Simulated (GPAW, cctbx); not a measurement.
# By hand: from a DFT structure factor to an extinction distance in NaCaGeSbO6

NaCaGeSbO6, F-43m (no. 216), a = 7.7479 Å, b = 7.7479 Å, c = 7.7479 Å, α = 90.00°, β = 90.00°, γ = 90.00°.

```
atom  mult.    x       y    z
 Sb1      4    0       0    0
 Ge1      4  1/2       0    0
 Ca1      4  1/4     1/4  3/4
 Na1      4  1/4     3/4  3/4
  O1     24  1/2  0.2456    0
```

The start was made by putting kin elements into a known structure type; the compound need not exist, or be stable, in this form.

A DFT run (GPAW, PBE, 550 eV, 4×4×4 k-points, Fermi–Dirac width 0.05 eV) gives the static X-ray structure factor of 222 as 39.149 e for the conventional cell; superposed free atoms give 46.010 e. **Problem.** Find the Fourier component V of the crystal potential and the two-beam extinction distance at 200 kV in both cases.

**1. Geometry**

The cell volume is Ω = 465.11 Å³ and d(222) = 2.2366 Å, so g = 1/d = 0.4471 Å⁻¹.

**2. The nuclei**

Electrons feel nuclei as well as electrons, so the nuclear charges are summed with the same phases.

Phase sums Σ exp(2πi h·x), turned so that the total is real and positive: Sb +4.000, Ge +4.000, Ca -4.000, Na -4.000, O -23.963. Then F_Z = 51 × (+4.000) + 32 × (+4.000) + 20 × (-4.000) + 11 × (-4.000) + 8 × (-23.963) = 16.29 e. The electron term has the same sign for this reflection.

**3. Mott–Bethe**

Poisson's equation, term by term, gives V = (e/4πε₀)(F_Z − F)/(πΩg²), with e/4πε₀ = 14.3996 V Å.

The prefactor is 14.3996 × 2.2366²/(π × 465.11) = 0.04930 V per electron. Free atoms: (16.29 − 46.010) × 0.04930 = -1.465 V. Crystal: (16.29 − 39.149) × 0.04930 = -1.127 V. F changes by -14.91 % and V by -23.1 %: the same 6.86 e is measured against F_Z − F = -29.7 e in place of F = 46.0 e.

**4. Extinction distance**

In the two-beam case ξ = 1/(λU) with U = 2γm₀eV/h², that is ξ = 150.41 V Å²/(γλV).

At 200 kV, λ = 0.02508 Å and γ = 1.3914. Free atoms: ξ = 2942 Å. Crystal: ξ = 3825 Å. The thickness fringes go as sin²(πt/ξ), so the two patterns slip by a quarter of a period when t|1/ξ₁ − 1/ξ₀| = 1/4, at t ≈ 319 nm. Thermal motion, absorption and many-beam coupling, left out here, change a real pattern.

**5. Answer**

V(222) is -1.13 V against -1.46 V, and ξ is 3825 against 2942 Å. Limits: static atoms, two beams.

[Outputs are excerpts: Python notices, other lines and further rows are left out; steps that failed or that the build refused (PBEsol, TPSS) are not shown.]

[Logs are printed without paths, hosts, clocks, repeated set-up lines and the standing remarks that a program may print on its own settings, such as how far it seeks lower states.]
